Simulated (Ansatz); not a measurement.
## Rb2PtF4 (started from the K2NiF4 type) (I4/mmm): how robust is the cRPA U?

Aim: hold the target of a cRPA run on Rb2PtF4 (started from the K2NiF4 type) (I4/mmm) and move one thing at a time.

Program: Ansatz 0.2.0. Level of theory: constrained RPA on PBE, plane waves, PAW. Results are calculated unless marked as measured.

Report form: the programs' logs are mostly left out.

The structure was built from a prototype and need not be the compound's stable phase.

### 1. Starting point

It takes space group I4/mmm (No. 139, tetragonal). The conventional cell has a = 4.587 Å, b = 4.587 Å, c = 13.407 Å, α = 90.00°, β = 90.00°, γ = 90.00°. Rb has 9 F at 2.80 to 3.25 Å nearest. Pt has 6 F at 2.06 to 2.29 Å nearest. Nearest to F lie 2 Pt at 2.29 Å and 4 Rb at 2.94 Å. Nearest to F lie 1 Pt at 2.06 Å and 5 Rb at 2.80 to 3.25 Å. Farther neighbours and most contacts between anions are not listed.

The structure was relaxed with PBE. The structure type comes from a generator and need not be one that this composition takes. The structure was generated from a model, not taken from a measurement. The runs that relaxed it are not among those shown. The program's search for lower electronic states was switched off, so nothing shows that the state found is the lowest. Spin-orbit coupling is left out unless a step names it. The default PAW set here is soft_2. Its files were made with PBE.

### 2. Base: Pt eg, bands v1 to c1, 4×4×4 mesh, medium accuracy

Constrained RPA screens the interaction with every transition except those inside the target bands, which a later many-body model would treat itself.

Contents of input.yaml:

```yaml
crystal:
  lattice:
    - [6.70348098, 2.29347667, -2.29347667]
    - [6.70348098, -2.29347667, 2.29347667]
    - [-6.70348098, -2.29347667, -2.29347667]
  atoms:
    - { symbol: Rb, position: [0.3625873205, 0.3625873205, 0.0] }
    - { symbol: Rb, position: [0.6374126795, 0.6374126795, 0.0] }
    - { symbol: Pt, position: [0.0, 0.0, 0.0] }
    - { symbol: F, position: [0.0, 0.5, 0.5] }
    - { symbol: F, position: [0.5, 0.0, 0.5] }
    - { symbol: F, position: [0.1539010749, 0.1539010749, 0.0] }
    - { symbol: F, position: [0.8460989251, 0.8460989251, 0.0] }
kpoints:
  mp_grid: { grid: [8, 8, 8] }
hamiltonian:
  xc: pbe
scf:
  occupations: { method: gaussian, width: 0.08 }
  n_extra_bands: 19
  max_iter: 150
  lower_state_search: "off"
output:
  crpa:
    kmesh: [4, 4, 4]
    target_bands: [v1, c1]
    projections: [{ species: Pt, l: d, shell: 5, orbitals: [dz2, dx2-y2] }]
  local_orbitals:
    kmesh: [8, 8, 8]
    orbitals: [{ species: Pt, l: d, shell: 5, orbitals: [dz2, dx2-y2] }]
    window: { bands: [v1, c1] }
    seedname: lo
```

Launch:

```bash
> ansatz run input.yaml --threads 8 --pin off --max-ram 14745MiB --backend cpu --events-out ev --progress --plain --runs-dir out
```

The job ended after 2.1 min (8 threads of Arm Neoverse V1, shared host; peak memory 1.2 GiB; 15 min of CPU time).

This step gave:

```
U                                                 : 5.294 eV
U prime (inter-orbital)                           : 4.359 eV
J                                                 : 0.3718 eV
bare V                                            : 12.90 eV
bare J                                            : 0.5608 eV
stated bound on U                                 : 0.02120 eV
U over bare V                                     : 0.4104
electrons in the window                           : 2.000
head of the constrained inverse dielectric matrix : 0.4397
least eigenvalue of the projection's overlap      : 0.5870
target functions                                  : 2
bands in the sums                                 : 66
r.m.s. miss of the model bands                    : 2.97e-4 eV
width of the target bands                         : 2.438 eV
weight of the projected orbitals in the window    : 0.7192
```

On the Pt eg shell, screening brings the on-site interaction from 12.9 eV down to U = 5.29 eV.

### 3. Changed: 6×6×6 mesh

Edit input.yaml of step 2 so:

```diff
@@ -24,9 +24,4 @@
   crpa:
-    kmesh: [4, 4, 4]
+    kmesh: [6, 6, 6]
     target_bands: [v1, c1]
     projections: [{ species: Pt, l: d, shell: 5, orbitals: [dz2, dx2-y2] }]
-  local_orbitals:
-    kmesh: [8, 8, 8]
-    orbitals: [{ species: Pt, l: d, shell: 5, orbitals: [dz2, dx2-y2] }]
-    window: { bands: [v1, c1] }
-    seedname: lo
```

The job ended after 14 min (8 threads; peak memory 1.8 GiB).

This step gave:

```
U                                                 : 5.332 eV
U prime (inter-orbital)                           : 4.395 eV
J                                                 : 0.3708 eV
bare V                                            : 12.87 eV
bare J                                            : 0.5599 eV
stated bound on U                                 : 0.02207 eV
U over bare V                                     : 0.4144
electrons in the window                           : 2.000
head of the constrained inverse dielectric matrix : 0.4421
least eigenvalue of the projection's overlap      : 0.5870
target functions                                  : 2
bands in the sums                                 : 66
width of the target bands                         : 2.438 eV
weight of the projected orbitals in the window    : 0.7192
```

On the Pt eg shell, screening brings the on-site interaction from 12.9 eV down to U = 5.33 eV.

### 4. Changed: 2×2×2 mesh

Edit input.yaml of step 3 so:

```diff
@@ -24,3 +24,3 @@
   crpa:
-    kmesh: [6, 6, 6]
+    kmesh: [2, 2, 2]
     target_bands: [v1, c1]
```

Run time: 12 s. Hardware: 8 threads; peak memory 1 GiB; 85 s of CPU time.

This step gave:

```
U                                                 : 5.525 eV
U prime (inter-orbital)                           : 4.579 eV
J                                                 : 0.3823 eV
bare V                                            : 13.14 eV
bare J                                            : 0.5731 eV
stated bound on U                                 : 0.02081 eV
U over bare V                                     : 0.4206
electrons in the window                           : 2.000
head of the constrained inverse dielectric matrix : 0.4491
least eigenvalue of the projection's overlap      : 0.5870
target functions                                  : 2
bands in the sums                                 : 66
width of the target bands                         : 2.438 eV
weight of the projected orbitals in the window    : 0.7192
```

On the Pt eg shell, screening brings the on-site interaction from 13.1 eV down to U = 5.52 eV.

### 5. Changed: accuracy high

Edit input.yaml of step 4 so:

```diff
@@ -24,4 +24,5 @@
   crpa:
-    kmesh: [2, 2, 2]
+    kmesh: [4, 4, 4]
     target_bands: [v1, c1]
     projections: [{ species: Pt, l: d, shell: 5, orbitals: [dz2, dx2-y2] }]
+    accuracy: high
```

Run time: 3 min. Hardware: 8 threads; peak memory 1.6 GiB.

Numbers from this step:

| Quantity | Value |
| --- | --- |
| U | 5.295 eV |
| U prime (inter-orbital) | 4.360 eV |
| J | 0.3717 eV |
| bare V | 12.90 eV |
| bare J | 0.5608 eV |
| stated bound on U | 6.71e-4 eV |
| U over bare V | 0.4105 |
| electrons in the window | 2.000 |
| head of the constrained inverse dielectric matrix | 0.4398 |
| least eigenvalue of the projection's overlap | 0.5870 |
| target functions | 2 |
| bands in the sums | 66 |
| width of the target bands | 2.438 eV |
| weight of the projected orbitals in the window | 0.7192 |

On the Pt eg shell, screening brings the on-site interaction from 12.9 eV down to U = 5.30 eV.

### 6. Changed: sums over states

Edit input.yaml of step 5 so:

```diff
@@ -27,2 +27,4 @@
     projections: [{ species: Pt, l: d, shell: 5, orbitals: [dz2, dx2-y2] }]
-    accuracy: high
+    accuracy: sum_over_states
+    n_empty_bands: 64
+    ecut_chi: 136
```

The job ended after 29 s (8 threads; peak memory 0.95 GiB; 3.3 min of CPU time).

This variant gives U = 5.50 eV against 5.29 eV. It is a finite sum over empty states with no bound on its error and stays out of the table below.

### 7. Changed: orbitals of another atom

Edit input.yaml of step 6 so:

```diff
@@ -26,5 +26,2 @@
     target_bands: [v1, c1]
-    projections: [{ species: Pt, l: d, shell: 5, orbitals: [dz2, dx2-y2] }]
-    accuracy: sum_over_states
-    n_empty_bands: 64
-    ecut_chi: 136
+    projections: [{ species: F, l: p }]
```

Run time: 0.06 s. Hardware: 8 threads; peak memory 0.081 GiB.

The program refused the input before any cycle.

The program's message: “Error: invalid value for `output.crpa.projections`: 12 orbital(s) selected but the target window spans 2 band(s); name one orbital per band of it”

The fault put into this input: trial orbitals that do not match the target bands.

### 8. Changed: potentials

Edit input.yaml of step 7 so:

```diff
@@ -17,2 +17,3 @@
   xc: pbe
+  pseudopotentials: { kind: paw, source: ansatz }
 scf:
@@ -26,2 +27,2 @@
     target_bands: [v1, c1]
-    projections: [{ species: F, l: p }]
+    projections: [{ species: Pt, l: d, shell: 5, orbitals: [dz2, dx2-y2] }]
```

The job ended after 6.2 min (8 threads; peak memory 2.7 GiB; 40 min of CPU time).

Numbers from this step:

```yaml
u: 5.287 eV
u_prime_inter_orbital: 4.355 eV
j: 0.3710 eV
bare_v: 12.89 eV
bare_j: 0.5599 eV
stated_bound_on_u: 0.01789 eV
u_over_bare_v: 0.4101
electrons_in_the_window: 2.000
head_of_the_constrained_inverse_dielectric_matrix: 0.4394
least_eigenvalue_of_the_projection_s_overlap: 0.5861
target_functions: 2
bands_in_the_sums: 66
width_of_the_target_bands: 2.441 eV
weight_of_the_projected_orbitals_in_the_window: 0.7189
```

On the Pt eg shell, screening brings the on-site interaction from 12.9 eV down to U = 5.29 eV.

### 9. Changed: volume +6 %

The cell differs from the one that the last finished run ended in (a 7.447 → 7.593 Å, b 7.447 → 7.593 Å, c 7.447 → 7.593 Å).

Edit input.yaml of step 8 so:

```diff
@@ -2,5 +2,5 @@
   lattice:
-    - [6.70348098, 2.29347667, -2.29347667]
-    - [6.70348098, -2.29347667, 2.29347667]
-    - [-6.70348098, -2.29347667, -2.29347667]
+    - [6.8349551621, 2.3384582207, -2.3384582207]
+    - [6.8349551621, -2.3384582207, 2.3384582207]
+    - [-6.8349551621, -2.3384582207, -2.3384582207]
   atoms:
@@ -17,3 +17,2 @@
   xc: pbe
-  pseudopotentials: { kind: paw, source: ansatz }
 scf:
@@ -28 +27,6 @@
     projections: [{ species: Pt, l: d, shell: 5, orbitals: [dz2, dx2-y2] }]
+  local_orbitals:
+    kmesh: [8, 8, 8]
+    orbitals: [{ species: Pt, l: d, shell: 5, orbitals: [dz2, dx2-y2] }]
+    window: { bands: [v1, c1] }
+    seedname: lo
```

Wall time 91 s (8 threads); peak memory 1.3 GiB.

This step gave:

| Item | Value |
| --- | --- |
| U | 5.279 eV |
| U prime (inter-orbital) | 4.350 eV |
| J | 0.3716 eV |
| bare V | 12.85 eV |
| bare J | 0.5615 eV |
| stated bound on U | 0.02216 eV |
| U over bare V | 0.4107 |
| electrons in the window | 2.000 |
| head of the constrained inverse dielectric matrix | 0.4473 |
| least eigenvalue of the projection's overlap | 0.6019 |
| target functions | 2 |
| bands in the sums | 66 |
| r.m.s. miss of the model bands | 2.72e-4 eV |
| width of the target bands | 2.244 eV |
| weight of the projected orbitals in the window | 0.7244 |

On the Pt eg shell, screening brings the on-site interaction from 12.9 eV down to U = 5.28 eV.

### 10. Side by side

Times are wall times on 8 threads of Arm Neoverse V1, shared host, good to a factor of about two.

```csv
run,bare V (eV),U (eV),J (eV),bound on U (eV),width (eV),time
target window,12.90,5.294,0.372,0.0212,2.44,2.1 min
6×6×6 mesh,12.87,5.332,0.371,0.0221,2.44,14 min
2×2×2 mesh,13.14,5.525,0.382,0.0208,2.44,12 s
accuracy high,12.90,5.295,0.372,0.0007,2.44,3 min
potentials,12.89,5.287,0.371,0.0179,2.44,6.2 min
volume +6 %,12.85,5.279,0.372,0.0222,2.24,91 s
```

### 11. Summary of results

* target window: U 5.29 eV, J 0.37 eV
* 6×6×6 mesh: U 5.33 eV, J 0.37 eV
* 2×2×2 mesh: U 5.52 eV, J 0.38 eV
* accuracy high: U 5.30 eV, J 0.37 eV
* potentials: U 5.29 eV, J 0.37 eV
* volume +6 %: U 5.28 eV, J 0.37 eV

**Reading.** 6×6×6 mesh moves U by +0.04 eV (within the solver's bounds, for the mean over orbitals) at 6.9 times the time. 2×2×2 mesh moves U by +0.23 eV at 0.098 times the time. Accuracy high moves U by +0.001 eV (within the solver's bounds, for the mean over orbitals). Potentials moves U by −0.01 eV (within the solver's bounds, for the mean over orbitals) at 3.0 times the time. Volume +6 % moves U by −0.01 eV (within the solver's bounds, for the mean over orbitals). The printed bound covers the solver alone, not the mesh. The parent state is non-magnetic and the interaction static (zero frequency); U depends on the window and the orbitals, so it belongs to this model alone. Spin-orbit coupling, which is strong for atoms this heavy, is left out.

[Paths, hosts, dates, memory and timing lines, banners, echoed tables and standing remarks are left out of the program output.]

[Logs are printed without paths, hosts, clocks, repeated set-up lines and the standing remarks that a program may print on its own settings, such as how far it seeks lower states.]

[Runs of the session that timed out or met a known fault of the program may be left out.]

[Hosts, paths, dates, database ids (printed as entryN), source tags and the programs' standing remarks are cut or masked in the printed files.]
